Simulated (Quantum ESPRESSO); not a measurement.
# AlN (F-43m): a mode Grüneisen parameter, worked out

By how much does an optical zone-centre mode of AlN (F-43m) shift under hydrostatic pressure?

Method: DFT LDA, scalar-relativistic, plane waves, GBRV ultrasoft pseudopotentials, in Quantum ESPRESSO 7.5.

**1. Set-up**

Symmetry: F-43m, No. 216, cubic system. The conventional cell has a = 4.349 Å, b = 4.349 Å, c = 4.349 Å, α = 90.00°, β = 90.00°, γ = 90.00°. Nearest to Al lie 4 N at 1.88 Å. Nearest to N lie 4 Al at 1.88 Å. Farther neighbours and most contacts between anions are not listed.

This is the cell after its relaxation at this level of theory, not the database cell from which that began.

**2. Runs at several volumes**

The relaxed cell is scaled uniformly; in this structure symmetry fixes all atoms, so nothing has to be relaxed anew. Each volume gets a ground state and a response at Γ. The mode followed is the highest one without the macroscopic field, of symmetry T2; longitudinal polar modes lie higher. Cutoff 55 Ry, k mesh 8×8×8.

From the response at V/V₀ = 0.94:

What it wrote:

```text
[banners, grids, parts of the stress and lines that vanish by symmetry left out]
Program PHONON v.7.5
     Reading xml data from directory:

[...]
Exchange-correlation= PZ
                           (   1   1   0   0   0   0   0)
[...]
kinetic-energy cut-off    =      55.0000  Ry
     charge density cut-off    =     440.0000  Ry
     convergence threshold     =      1.0E-18
[...]
Exchange-correlation= PZ
                           (   1   1   0   0   0   0   0)
[...]
q = (   0.0000000   0.0000000   0.0000000 )
     25 Sym.Ops. (with q -> -q+G )
     G cutoff =  722.2153  (  20179 G-vectors)     FFT grid: ( 40, 40, 40)
     G cutoff =  361.1077  (   7239 G-vectors)  smooth grid: ( 27, 27, 27)
     number of k points=    29
[...]
Mode symmetry, T_d (-43m)  point group:
[...]
Dielectric constant
[...]
End of electric fields calculation
          Dielectric constant in cartesian axis
          (       4.479633384      -0.000000000      -0.000000000 )
          (      -0.000000000       4.479633384       0.000000000 )
          (      -0.000000000       0.000000000       4.479633384 )
          Effective charges (d Force / dE) in cartesian axis without acoustic sum rule applied (asr)
           atom    1  Al    Mean Z*:        2.53573
      Ex  (        2.53573        0.00000        0.00000 )
      Ey  (        0.00000        2.53573       -0.00000 )
      Ez  (        0.00000       -0.00000        2.53573 )
           atom    2  N     Mean Z*:       -2.54044
      Ex  (       -2.54044       -0.00000       -0.00000 )
      Ey  (       -0.00000       -2.54044       -0.00000 )
      Ez  (       -0.00000       -0.00000       -2.54044 )
          Effective charges Sum: Mean:       -0.00471
[...]
Effective charges (d Force / dE) in cartesian axis with asr applied:
           atom    1  Al    Mean Z*:        2.53808
[...]
atom    2  N     Mean Z*:       -2.53808
[...]
Representation #   1 modes #   1   2   3
[...]
End of self-consistent calculation
     Convergence has been achieved
     Representation #   2 modes #   4   5   6
[...]
End of self-consistent calculation
     Convergence has been achieved
[...]
Dielectric constant in cartesian axis
          (       4.479633384      -0.000000000      -0.000000000 )
          (      -0.000000000       4.479633384       0.000000000 )
          (      -0.000000000       0.000000000       4.479633384 )
          Effective charges (d Force / dE) in cartesian axis without acoustic sum rule applied (asr)
           atom    1  Al    Mean Z*:        2.53573
      Ex  (        2.53573        0.00000        0.00000 )
      Ey  (        0.00000        2.53573       -0.00000 )
      Ez  (        0.00000       -0.00000        2.53573 )
           atom    2  N     Mean Z*:       -2.54044
      Ex  (       -2.54044       -0.00000       -0.00000 )
      Ey  (       -0.00000       -2.54044       -0.00000 )
      Ez  (       -0.00000       -0.00000       -2.54044 )
          Effective charges Sum: Mean:       -0.00471
[...]
Effective charges (d Force / dE) in cartesian axis with asr applied:
           atom    1  Al    Mean Z*:        2.53808
[...]
atom    2  N     Mean Z*:       -2.53808
[...]
q = (    0.000000000   0.000000000   0.000000000 )
[...]
freq (    1) =      -0.260427 [THz] =      -8.686893 [cm-1]
     freq (    2) =      -0.260427 [THz] =      -8.686893 [cm-1]
     freq (    3) =      -0.260427 [THz] =      -8.686893 [cm-1]
     freq (    4) =      21.859023 [THz] =     729.138513 [cm-1]
     freq (    5) =      21.859023 [THz] =     729.138513 [cm-1]
     freq (    6) =      21.859023 [THz] =     729.138513 [cm-1]
[...]
Mode symmetry, T_d (-43m)  point group:
     freq (   1-   3) =         -8.7  [cm-1]   --> T_2  G_15 P_4   I+R
     freq (   4-   6) =        729.1  [cm-1]   --> T_2  G_15 P_4   I+R

   JOB DONE.
```

One volume, V/V₀ = 0.97, is held back as a test.

```
V/V₀  volume (Å³/atom)  pressure (GPa)   ω (cm⁻¹)
0.94             9.662           14.60     729.14
0.97             9.971            6.70  held back
   1            10.279           -0.12     667.44
1.03            10.587           -6.00     639.09
1.06            10.896          -11.07     612.26
```

**3. The fit**

The mode Grüneisen parameter is γ = −d ln ω / d ln V.

```
ln(V/V₀)    ln ω
 -0.0619  6.5919
  0.0000  6.5034
  0.0296  6.4600
  0.0583  6.4172
```

A straight line through these points has the slope -1.452, so γ = 1.45; at V/V₀ = 0.97 it predicts ω = exp(6.5026 + 0.0442) = 697.00 cm⁻¹.

A parabola of pressure against ln V through V/V₀ = 0.97, 1 and 1.03 gives the bulk modulus B = −dP/d ln V = 211 GPa at V₀. With ω₀ from the fitted line the pressure coefficient follows as dω/dP = γ ω₀ / B = 1.45 × 666.8 / 211 = 4.59 cm⁻¹/GPa.

**4. The run that was held back**

What it wrote:

```text
[banners, grids, parts of the stress and lines that vanish by symmetry left out]
[banner, memory and clock lines left out]
Program PHONON v.7.5

[...]
Exchange-correlation= PZ
                           (   1   1   0   0   0   0   0)
[...]
kinetic-energy cut-off    =      55.0000  Ry
     charge density cut-off    =     440.0000  Ry
     convergence threshold     =      1.0E-18
[...]
Exchange-correlation= PZ
                           (   1   1   0   0   0   0   0)
[...]
q = (   0.0000000   0.0000000   0.0000000 )
     25 Sym.Ops. (with q -> -q+G )
     G cutoff =  737.5010  (  20875 G-vectors)     FFT grid: ( 40, 40, 40)
     G cutoff =  368.7505  (   7391 G-vectors)  smooth grid: ( 27, 27, 27)
     number of k points=    29
[...]
Mode symmetry, T_d (-43m)  point group:
[...]
Dielectric constant
[...]
End of electric fields calculation
          Dielectric constant in cartesian axis
          (       4.524295887       0.000000000      -0.000000000 )
          (      -0.000000000       4.524295887      -0.000000000 )
          (       0.000000000      -0.000000000       4.524295887 )
          Effective charges (d Force / dE) in cartesian axis without acoustic sum rule applied (asr)
           atom    1  Al    Mean Z*:        2.53945
      Ex  (        2.53945        0.00000       -0.00000 )
      Ey  (        0.00000        2.53945       -0.00000 )
      Ez  (        0.00000        0.00000        2.53945 )
           atom    2  N     Mean Z*:       -2.54418
      Ex  (       -2.54418       -0.00000        0.00000 )
[...]
Representation #   1 modes #   1   2   3
[...]
End of self-consistent calculation
     Convergence has been achieved
     Representation #   2 modes #   4   5   6
[...]
End of self-consistent calculation
     Convergence has been achieved
[...]
Dielectric constant in cartesian axis
          (       4.524295887       0.000000000      -0.000000000 )
          (      -0.000000000       4.524295887      -0.000000000 )
          (       0.000000000      -0.000000000       4.524295887 )
          Effective charges (d Force / dE) in cartesian axis without acoustic sum rule applied (asr)
           atom    1  Al    Mean Z*:        2.53945
      Ex  (        2.53945        0.00000       -0.00000 )
      Ey  (        0.00000        2.53945       -0.00000 )
      Ez  (        0.00000        0.00000        2.53945 )
           atom    2  N     Mean Z*:       -2.54418
      Ex  (       -2.54418       -0.00000        0.00000 )
      Ey  (        0.00000       -2.54418        0.00000 )
      Ez  (        0.00000        0.00000       -2.54418 )
          Effective charges Sum: Mean:       -0.00473
[...]
Effective charges (d Force / dE) in cartesian axis with asr applied:
           atom    1  Al    Mean Z*:        2.54182
[...]
atom    2  N     Mean Z*:       -2.54182
[...]
q = (    0.000000000   0.000000000   0.000000000 )
[...]
freq (    1) =      -0.256791 [THz] =      -8.565610 [cm-1]
     freq (    2) =      -0.256791 [THz] =      -8.565610 [cm-1]
     freq (    3) =      -0.256791 [THz] =      -8.565610 [cm-1]
     freq (    4) =      20.907052 [THz] =     697.384183 [cm-1]
     freq (    5) =      20.907052 [THz] =     697.384183 [cm-1]
     freq (    6) =      20.907052 [THz] =     697.384183 [cm-1]
[...]
Mode symmetry, T_d (-43m)  point group:
     freq (   1-   3) =         -8.6  [cm-1]   --> T_2  G_15 P_4   I+R
     freq (   4-   6) =        697.4  [cm-1]   --> T_2  G_15 P_4   I+R
```

It gives 697.38 cm⁻¹ against the predicted 697.00 cm⁻¹, a miss of 0.4 cm⁻¹.

**5. What came out**

| Item | Value |
| --- | --- |
| mode Grüneisen parameter | 1.452 |
| bulk modulus | 211 GPa |
| pressure coefficient | 4.59 cm⁻¹/GPa |

What this shows: The highest optical mode of AlN (F-43m) without the LO-TO term stiffens by 4.59 cm⁻¹ a GPa near the relaxed volume, with γ = 1.45. The power law meets all 5 runs within 0.09 %; between neighbouring volumes γ runs from 1.42 to 1.49. Such a coefficient turns a measured shift of this mode into a hydrostatic stress; uniaxial or biaxial stress splits the mode and needs deformation potentials. These are harmonic values at zero temperature for the structure held cubic, which a run at Γ can't show to be stable; the bulk modulus rests on three points.

[Host names and launcher messages were left out of these logs when they were recorded.]

[Logs are printed without paths, hosts, clocks, repeated set-up lines and the standing remarks that a program may print on its own settings, such as how far it seeks lower states.]

[Hosts, paths, dates, database ids (printed as entryN), source tags and the programs' standing remarks are cut or masked in the printed files.]
